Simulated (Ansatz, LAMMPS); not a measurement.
# Glassy 83P2O5-8BaO-8K2O (mol %) (75 atoms): where an added charge goes: runs compared

Aim: add and remove one electron in glassy 83P2O5-8BaO-8K2O (mol %) (75 atoms), with atoms held and relaxed, and read trapping energy and localisation.

Computed with Ansatz 0.2.0: Kohn-Sham DFT, PBE, PAW (set soft_2), plane waves.

## Step 1: The cell as built

The cell holds 75 atoms: 20 P, 1 Ba, 2 K and 52 O. Its edges and angles: a = 10.084 Å, b = 10.084 Å, c = 10.084 Å, α = 90.0°, β = 90.0°, γ = 90.0°. 75 atoms (20 P, 1 Ba, 2 K, 52 O) placed at random at 2.53 g/cm³, melted at 4000 K for 10 ps at fixed volume with the Morse and Coulomb pair potential with partial charges (Pedone, Malavasi, Menziani, Cormack and Segre, J. Phys. Chem. B 110, 11780 (2006)). Quenched from 4000 K to 300 K at 20 K/ps and fixed volume, held 10 ps at zero pressure.

What the set-up can't give: The quench rate of 20 K/ps is orders of magnitude faster than experiment, which tends to freeze in extra defects. The network of bonds at the start is that of the classical potential that made the cell, and needn't be the one that DFT or experiment would give. The Brillouin zone is sampled at Γ only, in a cell whose shortest periodic width is 10 Å. No spin–orbit coupling is included, so levels derived from the heavy atoms are approximate.

## Step 2: The reference run

The reference is a single point at the end of the relaxation.

The charged cells start from the geometry of this run, on a uniform background, with spin and a narrow Fermi–Dirac smearing.

Its input, with most atom lines left out:

```yaml
crystal:
  lattice:
    - [10.08436, 0.0, 0.0]
    - [0.0, 10.08436, 0.0]
    - [0.0, 0.0, 10.08436]
  atoms:
    - { symbol: P, position: [0.12422, 0.45102, 0.76451] }
    - { symbol: P, position: [0.42632, 0.58528, 0.12968] }
    - { symbol: P, position: [0.53689, 0.31511, 0.22918] }
    - { symbol: P, position: [0.48939, 0.43957, 0.48812] }
    - { symbol: P, position: [0.39898, 0.49698, 0.85946] }
    - { symbol: P, position: [0.39296, 0.09154, 0.14163] }
    - { symbol: P, position: [0.62666, 0.69231, 0.55697] }
    [... atom lines 8 to 75 left out ...]
kpoints:
  mp_grid: { grid: [1, 1, 1] }
hamiltonian:
  xc: pbe
scf:
  occupations: { method: fixed }
output:
  forces: true
  stress: true
  populations: intrinsic
  dos:
    method: { smearing: { sigma: 0.1 } }
    de: 0.1
    projected: { site_lists: { Ba: [Ba], K: [K], O: [O], P: [P] } }
  eigenvalues: true
  write_density: true
  write_potential: true
  volumetric_format: npy
  elf: true
```

* free energy per atom: -715.5334 eV/atom
* r.m.s. force component: 0.01164 eV/Å
* pressure: 2.508 GPa

Filled and empty levels are parted by 3.64 eV (at Γ alone); a semilocal functional tends to put such gaps too low. In a disordered cell it changes from sample to sample, and tail or defect levels can set it.

## Step 3: The runs

Each row is one run, on 4 threads of Intel Xeon Platinum 8488C (Sapphire Rapids), shared host. The free energy is the program's total, comparable only between runs with the same functional, potentials and atoms; between charge states it hangs on the program's zero of potential.

| run | atoms | outcome | ionic steps, all passes | free energy (eV) | time | host memory (GiB) |
| --- | --- | --- | --- | --- | --- | --- |
| Single point at the start | 75 | converged | - | -53648.680 | 6.8 s | 1.2 |
| Relaxation | 75 | converged | 74 | -53665.001 | 4.2 min | 1.2 |
| Single point at the relaxed geometry | 75 | converged | - | -53665.001 | 7.6 s | 1.3 |
| An extra electron, atoms held | 75 | converged | - | -53657.877 | 22 s | 2.0 |
| An extra electron, atoms relaxed | 75 | converged | 16 | -53659.120 | 1.8 min | 2.0 |
| An extra electron, levels at the relaxed geometry | 75 | converged | - | -53659.120 | 23 s | 2.0 |
| Neutral at the geometry of the electron | 75 | converged | - | -53663.354 | 7.5 s | 1.3 |
| An extra hole, atoms held | 75 | converged | - | -53667.958 | 27 s | 2.0 |
| An extra hole, atoms relaxed | 75 | converged | 9 | -53668.119 | 1.9 min | 2.0 |
| An extra hole, levels at the relaxed geometry | 75 | converged | - | -53668.119 | 32 s | 2.0 |
| Neutral at the geometry of the hole | 75 | converged | - | -53664.770 | 7.5 s | 1.3 |

Local excerpt of 8 atoms (numbers count through the whole input) about P2, which holds the most spin of the extra electron after relaxation; x, y, z are measured from there.

| atom | x | y | z | distance (Å) | moment (μB) |
| --- | --- | --- | --- | --- | --- |
| P2 | 0.00 | 0.00 | 0.00 | 0.00 | 0.16 |
| O48 | -1.31 | 0.33 | 0.96 | 1.66 | 0.00 |
| O61 | 0.03 | 1.52 | -0.68 | 1.67 | 0.09 |
| O66 | -1.07 | -0.68 | -1.25 | 1.78 | 0.07 |
| O28 | 0.00 | -1.66 | 0.69 | 1.80 | 0.09 |
| O34 | 1.29 | 0.45 | 1.43 | 1.98 | 0.06 |
| O63 | 2.42 | -0.11 | -1.11 | 2.67 | 0.02 |
| P5 | -0.37 | -0.89 | -2.60 | 2.77 | 0.00 |

Local excerpt of 10 atoms (numbers count through the whole input) about O25, which holds the most spin of the extra hole after relaxation; x, y, z are measured from there.

| atom | x | y | z | distance (Å) | moment (μB) |
| --- | --- | --- | --- | --- | --- |
| O25 | 0.00 | 0.00 | 0.00 | 0.00 | 0.16 |
| P9 | 0.59 | 1.28 | 0.51 | 1.50 | 0.00 |
| O50 | 1.76 | 1.78 | -0.48 | 2.55 | 0.04 |
| O56 | -0.37 | 2.34 | 0.97 | 2.56 | 0.14 |
| O40 | 1.55 | 1.07 | 1.84 | 2.64 | 0.01 |
| Ba21 | -1.35 | -0.18 | -2.87 | 3.18 | 0.00 |
| O52 | 0.90 | 1.27 | -2.86 | 3.26 | 0.01 |
| O65 | -1.45 | -2.46 | -1.70 | 3.32 | 0.00 |
| O55 | 3.17 | -0.56 | 0.96 | 3.36 | 0.00 |
| P15 | 1.59 | 2.29 | -2.02 | 3.44 | 0.00 |

## Step 4: Energies and spread of the extra charge

Energies are differences within one cell and functional; the shift is the gain plus the neutral cell's energy at the new geometry, that is how much cheaper the vertical process becomes there. The spread is the participation number of the site moments (1/Σw², over the spin inside atomic spheres), with the atom that holds the largest share and the spin that the spheres hold in all.

| carrier | charged less neutral, atoms held (eV) | gain on relaxing (eV) | neutral cell at that geometry, less the reference (eV) | shift of the vertical energy (eV) | spread, atoms held | spread, relaxed |
| --- | --- | --- | --- | --- | --- | --- |
| electron | 7.124 | 1.243 | 1.648 | 2.891 | 28; P2 12 % of 0.43 μB | 6; P2 30 % of 0.56 μB |
| hole | -2.956 | 0.161 | 0.232 | 0.393 | 12; O25 13 % of 0.70 μB | 7; O25 22 % of 0.71 μB |

## Step 5: What came out

The extra electron gains 1.2 eV as the atoms relax, and its spin goes from about 28 to 6 atoms: the atoms trap it, with the largest share on P2. The P2–O34 distance goes from 1.74 to 1.98 Å. With the atoms held, the spheres hold only 0.43 of the 1.00 μB, so the spread is read from a small part of the spin. The extra hole gains 0.16 eV as the atoms relax, and its spin goes from about 12 to 7 atoms: a partial localisation as the atoms move, with the largest share on O25. The O25–Ba21 distance goes from 2.91 to 3.18 Å. The hole is shared among 2 partly filled levels, as near-degenerate levels under the smearing give, and as self-interaction favours. Adding the two vertical energies gives 4.17 eV, against a gap of 3.64 eV in the neutral cell. The zero of the potential cancels in this sum; the excess isn't taken apart here: charging of a small cell, filling of bands on a coarse mesh and the attraction to the background can all enter.

Caveats: Single energies of charged cells hang on the program's zero of potential. In the spin-polarised runs the search for a state of lower energy was switched off. No distortion was seeded, so a trapped state behind a barrier can't be found. Local and semilocal functionals favour spread-out charges, so trapping can be missed. The pressure of 2.5 GPa means that a free cell would grow at this level. Charged cells carry a uniform background, with no correction for images.

The DFT runs together took 10 min of wall time.

[Logs are printed without paths, hosts, clocks, repeated set-up lines and the standing remarks that a program may print on its own settings, such as how far it seeks lower states.]

[Hosts, paths, dates, database ids (printed as entryN), source tags and the programs' standing remarks are cut or masked in the printed files.]
